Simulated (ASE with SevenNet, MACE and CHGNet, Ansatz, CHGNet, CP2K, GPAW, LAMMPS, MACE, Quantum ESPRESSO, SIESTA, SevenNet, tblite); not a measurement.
# Machine-learned potentials on Ga2O3 with crystalline order left by the classical run (95 atoms): settings against a plane-wave reference

Wanted: machine-learned potentials inputs and outputs for Ga2O3 with crystalline order left by the classical run (95 atoms), checked against a plane-wave reference.

Method: the method is named at each step, in ASE with SevenNet, MACE and CHGNet.

## (1) The structure

The cell holds 95 atoms: 38 Ga and 57 O. Its edges and angles: a = 9.848 Å, b = 9.848 Å, c = 9.848 Å, α = 90.0°, β = 90.0°, γ = 90.0°. 95 atoms (38 Fe, 57 O) placed at random at 5.32 g/cm³, melted at 5000 K for 10 ps at fixed volume with the Morse and Coulomb pair potential with partial charges (Pedone, Malavasi, Menziani, Cormack and Segre, J. Phys. Chem. B 110, 11780 (2006)). Quenched from 5000 K to 300 K at 50 K/ps and fixed volume, held 5 ps, then minimised at fixed cell. Then Fe was replaced by Ga and the cell scaled by 1.003 (the potential has no terms for the new elements, so the cell is a start for a DFT relaxation).

The yardstick, on the same geometry:

```
method                                           : Kohn-Sham DFT, PBE, PAW, plane waves (Ansatz 0.2.0); cutoff 420 eV, Γ point, fermi-dirac smearing of 0.05 eV; PAW set soft_2
r.m.s. force component                           : 0.3357 eV/Å
longest force                                    : 1.186 eV/Å
pressure                                         : -2.744 GPa
gap (highest filled to lowest empty level) : 0.9257 eV
SCF cycles                                       : 8
time                                             : 27 s on 4 threads of Arm Neoverse V1, shared host
CPU time                                         : 1.7 min
```

## (2) SevenNet l3i5 potential

Method: machine-learned interatomic potential SevenNet l3i5, trained on PBE(+U) plane-wave data.

File run.py:

```python
import numpy as np
from ase.io import read
import mlip  # loads the published weights by name

atoms = read("structure.xyz")
atoms.calc = mlip.calc("7net-l3i5")
energy = atoms.get_potential_energy()
forces = atoms.get_forces()
print(f"energy {energy:.6f} eV")
print("forces (eV/A)")
for i, (a, f) in enumerate(zip(atoms, forces)):
    print(f"{i:4d} {a.symbol:2s} {f[0]:10.5f} {f[1]:10.5f} {f[2]:10.5f}")
stress = -atoms.get_stress(voigt=False) * 160.21766
print("stress (GPa, compression positive)")
for row in stress:
    print(" ".join(f"{x:10.4f}" for x in row))
```

File structure.xyz:

```xyz
95
Lattice="9.84786 0.00000 0.00000 0.00000 9.84786 0.00000 0.00000 0.00000 9.84786" Properties=species:S:1:pos:R:3 pbc="T T T"
Ga 6.75435 2.88168 1.19110
Ga 2.24492 2.99001 7.29667
Ga 5.73106 7.10976 7.54277
Ga 9.34739 0.60879 6.56448
Ga 4.50264 1.04742 9.19672
Ga 7.48043 5.53735 9.44528
Ga 7.07037 5.99232 5.08100
Ga 0.86316 8.52795 4.66217
Ga 4.53976 1.24782 4.47467
Ga 2.50766 6.09514 2.02472
Ga 2.54538 2.37806 1.39200
Ga 0.98291 8.41894 9.75381
Ga 2.57167 9.27727 7.09075
Ga 1.21365 1.42282 4.28894
Ga 4.39825 7.92743 0.14220
Ga 2.28835 6.32528 7.97706
Ga 6.13266 6.65902 2.11827
Ga 0.86740 1.34985 9.05058
Ga 2.56497 9.31519 2.31700
Ga 1.70752 3.92063 3.64617
Ga 7.24990 9.00961 4.46266
Ga 0.41026 4.76774 9.81645
Ga 9.31312 4.03093 6.50303
Ga 7.55085 2.44207 4.47733
Ga 4.35689 7.87208 4.76843
Ga 3.91659 5.09715 5.70930
Ga 5.11025 4.06923 3.27865
Ga 0.72451 5.96869 5.20971
Ga 8.86130 4.40318 2.62800
Ga 9.25108 7.50673 7.33232
Ga 8.89055 7.81526 2.29071
Ga 7.49885 9.23207 9.46340
Ga 7.99971 2.53661 8.51761
Ga 5.94880 0.12950 6.82378
Ga 5.88114 0.15865 1.99646
Ga 5.73195 3.49776 7.03649
Ga 9.30879 1.01433 1.91925
Ga 4.46561 4.50224 9.67030
O 4.22582 6.92354 1.82658
O 5.30790 8.98115 8.40860
O 2.79492 5.54306 9.75352
O 7.27974 7.23414 3.60707
O 6.40160 3.69620 9.00104
O 7.19041 4.41056 3.91777
O 7.78877 9.68360 2.75720
O 7.63327 7.43149 8.34606
O 9.22380 1.61968 4.92974
O 3.01847 1.14925 3.28466
O 0.37668 9.38225 8.12370
O 8.82723 4.53523 8.30844
O 0.46433 6.65932 8.92610
O 0.56517 9.70516 3.16057
O 4.85913 3.33192 5.10868
O 9.10691 8.83885 0.67182
O 8.76391 6.03979 6.07190
O 8.99060 1.54986 0.00335
[... 35 atom lines left out ...]
O 3.83426 4.16200 7.54208
O 6.44917 1.11035 0.35068
O 1.72505 7.76169 1.47639
O 0.09227 7.04496 3.73933
```

The run is started by

```bash
> OMP_NUM_THREADS=1 python run.py > output.txt
```

The program printed:

```text
energy -549.651550 eV
forces (eV/A)
   0 Ga    0.00686    0.00653    0.63885
   1 Ga   -0.07659    0.44449   -0.99095
   2 Ga   -0.14939   -0.35340   -0.58624
   3 Ga    0.21303   -0.29521   -0.53058
   4 Ga   -0.00082    0.44688   -0.18762
   5 Ga    0.43641   -0.05599   -0.07807
   6 Ga   -0.35147   -0.53729    0.06721
   7 Ga   -0.16878    0.07325    0.06002
   8 Ga    0.04555   -0.44167   -0.52727
   9 Ga    0.17301   -0.12360   -0.95331
  10 Ga   -0.41131    0.34781    0.04695
  11 Ga    0.06618   -0.31770   -0.55886
  12 Ga   -0.23364    1.00994   -0.04528
  13 Ga    0.40857    0.28513    0.44029
  14 Ga    0.49314    0.39412    0.27841
  15 Ga   -0.34535    0.01743    0.08915
  16 Ga    0.40679    0.41062   -0.25849
  17 Ga   -0.00977    0.33176    0.10202
  18 Ga   -0.32827    0.08092    0.47808
  19 Ga    0.56450   -0.12786    1.16031
  20 Ga   -0.22336    0.13968    0.08895
  21 Ga    0.32207   -0.74147   -0.19564
  22 Ga   -0.04408    0.43061    0.32881
  23 Ga    0.49326   -0.32634    0.48671
[...]
87 O    -0.12927   -0.13834   -0.40553
  88 O    -0.42741    0.20204   -0.17053
  89 O    -0.42968    0.21338   -0.21655
  90 O    -0.11937    0.13508   -0.22756
  91 O     0.22445   -0.54483   -0.26629
  92 O    -0.33867   -0.10264    0.25313
  93 O     0.35906    0.34119    0.50341
  94 O    -0.04228    0.70529   -0.66560
stress (GPa, compression positive)
   -1.8277    -1.5581    -4.2636
   -1.5581    -2.4910     2.6877
   -4.2636     2.6877    -3.5129
```

The job ended after 14 s (1 thread of Arm Neoverse V1, shared host; peak memory 2 GiB).

Banners, paths, timers and routine set-up lines are dropped from the logs unmarked, and long logs keep their key lines alone; longer cuts are marked.

Against the reference:

```
r.m.s. force component                  : 0.348 eV/Å
r.m.s. difference of force components   : 58.75 meV/Å
longest difference of force vectors     : 176.5 meV/Å
force difference over r.m.s. force      : 17.5 %
slope of forces against the reference's : 1.022
correlation of force components         : 0.9859
pressure                                : -2.611 GPa
pressure difference                     : 0.1336 GPa
```

Length of the force difference by element (eV/Å):

| element | atoms | mean | most |
| --- | --- | --- | --- |
| Ga | 38 | 0.09 | 0.16 |
| O | 57 | 0.099 | 0.18 |

The surroundings of O44, picked at random, nearest first, numbered as they follow in the input and with coordinates relative to it.

| atom | x | y | z | distance (Å) | bonds | Fx | Fy | Fz (eV/Å) |
| --- | --- | --- | --- | --- | --- | --- | --- | --- |
| O44 | 0.00 | 0.00 | 0.00 | 0.00 | 4 | 0.49 | -0.41 | -0.13 |
| Ga7 | -0.12 | 1.58 | 1.16 | 1.97 | 6 | -0.35 | -0.54 | 0.07 |
| Ga24 | 0.36 | -1.97 | 0.56 | 2.08 | 5 | 0.49 | -0.33 | 0.49 |
| Ga29 | 1.67 | -0.01 | -1.29 | 2.11 | 6 | -0.34 | -0.02 | 0.00 |
| Ga27 | -2.08 | -0.34 | -0.64 | 2.20 | 6 | -0.11 | -0.45 | 0.30 |
| O69 | 0.91 | -1.98 | -1.30 | 2.54 | 4 | 0.44 | 0.23 | -0.12 |
| O79 | -2.15 | 1.56 | 0.33 | 2.68 | 5 | 0.08 | 0.14 | 0.17 |
| O87 | 2.62 | -0.14 | 0.57 | 2.68 | 4 | -0.27 | 0.21 | -0.35 |
| O72 | -1.36 | 0.25 | -2.34 | 2.71 | 4 | -0.68 | -0.39 | -0.26 |
| O53 | -2.33 | -1.08 | 1.19 | 2.83 | 4 | -0.10 | -0.14 | -0.11 |
| O42 | 0.09 | 2.82 | -0.31 | 2.84 | 4 | -0.07 | -0.21 | -0.22 |
| O84 | 0.39 | -1.33 | 2.55 | 2.90 | 4 | 0.04 | 0.03 | 0.19 |

Atoms are counted from 1 here, from 0 in the log.

Forces lie 17 % from the reference's, at 0.13 times its CPU time (on 1 against 4 cores).

## (3) MACE MP-0b3 medium potential

Method: machine-learned interatomic potential MACE MP-0b3 medium, trained on PBE(+U) plane-wave data.

run.py: that of step 2 with these lines changed.

```diff
@@ -5,3 +5,3 @@
 atoms = read("structure.xyz")
-atoms.calc = mlip.calc("7net-l3i5")
+atoms.calc = mlip.calc("mace-mp-0b3-medium")
 energy = atoms.get_potential_energy()
```

structure.xyz is that of step 2.

The program printed:

```text
energy -550.661355 eV
forces (eV/A)
   0 Ga    0.01436   -0.00624    0.47382
   1 Ga    0.00092    0.51347   -0.74243
   2 Ga   -0.14759   -0.32821   -0.54439
   3 Ga    0.10323   -0.28840   -0.42912
   4 Ga    0.05728    0.41757   -0.13457
   5 Ga    0.31606   -0.23961   -0.11330
   6 Ga   -0.36568   -0.54141    0.04558
   7 Ga   -0.18024   -0.03763    0.23579
   8 Ga    0.15547   -0.32970   -0.59852
   9 Ga    0.22673   -0.10386   -0.96489
  10 Ga   -0.43127    0.38144    0.04660
  11 Ga   -0.01101   -0.34132   -0.59966
  12 Ga   -0.20484    0.79838    0.02336
  13 Ga    0.35636    0.30203    0.20459
  14 Ga    0.43298    0.31150    0.17447
  15 Ga   -0.29852    0.09073    0.02101
  16 Ga    0.34413    0.25753   -0.12157
  17 Ga    0.01837    0.26940    0.15692
  18 Ga   -0.25639    0.08464    0.38800
  19 Ga    0.51024   -0.19043    0.78007
  20 Ga   -0.12437    0.05408    0.10395
  21 Ga    0.26178   -0.66122   -0.24266
  22 Ga   -0.09610    0.37974    0.29531
  23 Ga    0.44497   -0.19655    0.35382
[...]
87 O    -0.15755   -0.06333   -0.43013
  88 O    -0.38076    0.25281   -0.18007
  89 O    -0.36469    0.21611   -0.18160
  90 O    -0.14521    0.15652   -0.24255
  91 O     0.11449   -0.48354   -0.20910
  92 O    -0.29488   -0.14106    0.19857
  93 O     0.22664    0.26016    0.52605
  94 O    -0.06008    0.63942   -0.70199
stress (GPa, compression positive)
   -1.7874    -1.5315    -3.8703
   -1.5315    -2.9091     2.5673
   -3.8703     2.5673    -3.7179
```

Run time: 11 s. Hardware: 1 thread; peak memory 1.3 GiB.

Against the reference:

- r.m.s. force component: 0.3154 eV/Å
- r.m.s. difference of force components: 79.02 meV/Å
- longest difference of force vectors: 275.2 meV/Å
- force difference over r.m.s. force: 23.54 %
- slope of forces against the reference's: 0.9136
- correlation of force components: 0.9725
- pressure: -2.805 GPa
- pressure difference: -0.0607 GPa

Against the first run (17 %), the force difference from the reference is 24 %, at 0.75 times the CPU time.

## (4) CHGNet 0.3.0 potential

Method: machine-learned interatomic potential CHGNet 0.3.0, trained on PBE(+U) plane-wave data.

run.py: that of step 3 with these lines changed.

```diff
@@ -5,3 +5,3 @@
 atoms = read("structure.xyz")
-atoms.calc = mlip.calc("mace-mp-0b3-medium")
+atoms.calc = mlip.calc("chgnet-0.3.0")
 energy = atoms.get_potential_energy()
```

structure.xyz is that of step 3.

The program printed:

```text
CHGNet v0.3.0 initialized with 412,525 parameters
CHGNet will run on cpu
energy -590.758484 eV
forces (eV/A)
   0 Ga    0.17434    0.02450    0.56136
   1 Ga   -0.05554    0.51529   -0.89448
   2 Ga   -0.28109   -0.28275   -0.43529
   3 Ga    0.19182   -0.24887   -0.56989
   4 Ga   -0.02093    0.48056   -0.12823
   5 Ga    0.30961    0.09240   -0.20358
   6 Ga   -0.43002   -0.46177   -0.03170
   7 Ga   -0.20693   -0.17580    0.17177
   8 Ga    0.16299   -0.31170   -0.62485
   9 Ga    0.23522    0.01260   -1.00625
  10 Ga   -0.26668    0.27437   -0.10345
  11 Ga    0.08871   -0.48737   -0.48903
  12 Ga   -0.04630    0.96617   -0.05158
  13 Ga    0.43939    0.32722    0.37924
  14 Ga    0.44905    0.39684    0.30816
  15 Ga   -0.26086    0.16342    0.07242
  16 Ga    0.39134    0.21762   -0.15028
  17 Ga   -0.03531    0.19953    0.16092
  18 Ga   -0.01254   -0.00997    0.36405
  19 Ga    0.55798   -0.25114    1.17075
  20 Ga   -0.29996    0.09297    0.01438
  21 Ga    0.28144   -0.48700   -0.25144
  22 Ga    0.03816    0.58955    0.15480
  23 Ga    0.32404   -0.24917    0.47067
[...]
87 O    -0.12535   -0.12458   -0.36685
  88 O    -0.33309    0.22154   -0.09841
  89 O    -0.33664    0.14526   -0.23704
  90 O    -0.48517    0.13415   -0.31490
  91 O     0.41900   -0.49921   -0.16676
  92 O    -0.28492   -0.04758    0.27934
  93 O     0.15677    0.32847    0.39501
  94 O    -0.02275    0.70736   -0.46547
stress (GPa, compression positive)
   -1.7850    -1.2869    -3.4094
   -1.2869    -3.0462     2.2989
   -3.4094     2.2989    -3.9775
```

Wall time 5 s (1 thread); peak memory 2 GiB.

Compared with the plane-wave run:

| Item | Value |
| --- | --- |
| r.m.s. force component | 0.3252 eV/Å |
| r.m.s. difference of force components | 103 meV/Å |
| longest difference of force vectors | 394.7 meV/Å |
| force difference over r.m.s. force | 30.68 % |
| slope of forces against the reference's | 0.922 |
| correlation of force components | 0.9519 |
| pressure | -2.936 GPa |
| pressure difference | -0.1921 GPa |

Against the first run (17 %), the force difference from the reference is 31 %, at 0.37 times the CPU time.

## (5) All runs compared

Differences are against the plane-wave reference, forces as r.m.s. over components; share is that over the reference's r.m.s. force, slope the least-squares factor from reference forces to these. Total energies of different programs have different zeros and aren't compared.

```csv
run,"Δ force, r.m.s. (meV/Å)",share (%),slope,Δ pressure (GPa),cores,CPU time,memory (GiB)
reference,-,-,-,-,4,1.7 min,1.6
SevenNet l3i5 potential,58.8,17.5,1.022,0.134,1,13 s,2
MACE MP-0b3 medium potential,79.0,23.5,0.914,-0.0607,1,9.9 s,1.3
CHGNet 0.3.0 potential,103,30.7,0.922,-0.192,1,4.9 s,2.0
```

Times of the machine-learned potentials are mostly Python's start and the loading of weights.

CPU time is summed over cores on a shared host, where runs went side by side, so it is rough. Symmetry, cutoffs, thresholds, outputs and thread counts weren't matched or tuned between programs; memory under MPI is the largest rank's times the ranks.

## (6) Summary of results

```
nearest in forces : SevenNet l3i5 potential, 17 %
its CPU time      : 13 s
```

Machine-learned potentials differ by 17 % (SevenNet l3i5 potential) to 31 % (CHGNet 0.3.0 potential); they were trained on other programs' data. Machine-learned potentials mimic data converged in k, so the reference's own k-point error enters their differences. The quench rate of 50 K/ps is many orders above laboratory rates, so the cell is likely richer in defects and strain than a real sample. The network of bonds at the start is that of the classical potential that made the cell, and needn't be the one that DFT or experiment would give. The reference's pressure of -2.7 GPa belongs to a cell and atoms that aren't relaxed at this level. The electronic-structure runs sample only Γ, in a cell whose shortest periodic width is 10 Å.

[Also dropped from logs without a mark: logging warnings of Python, and SIESTA's first energy breakdown and zero terms.]

[Logs are printed without paths, hosts, clocks, repeated set-up lines and the standing remarks that a program may print on its own settings, such as how far it seeks lower states.]

[Hosts, paths, dates, database ids (printed as entryN), source tags and the programs' standing remarks are cut or masked in the printed files.]
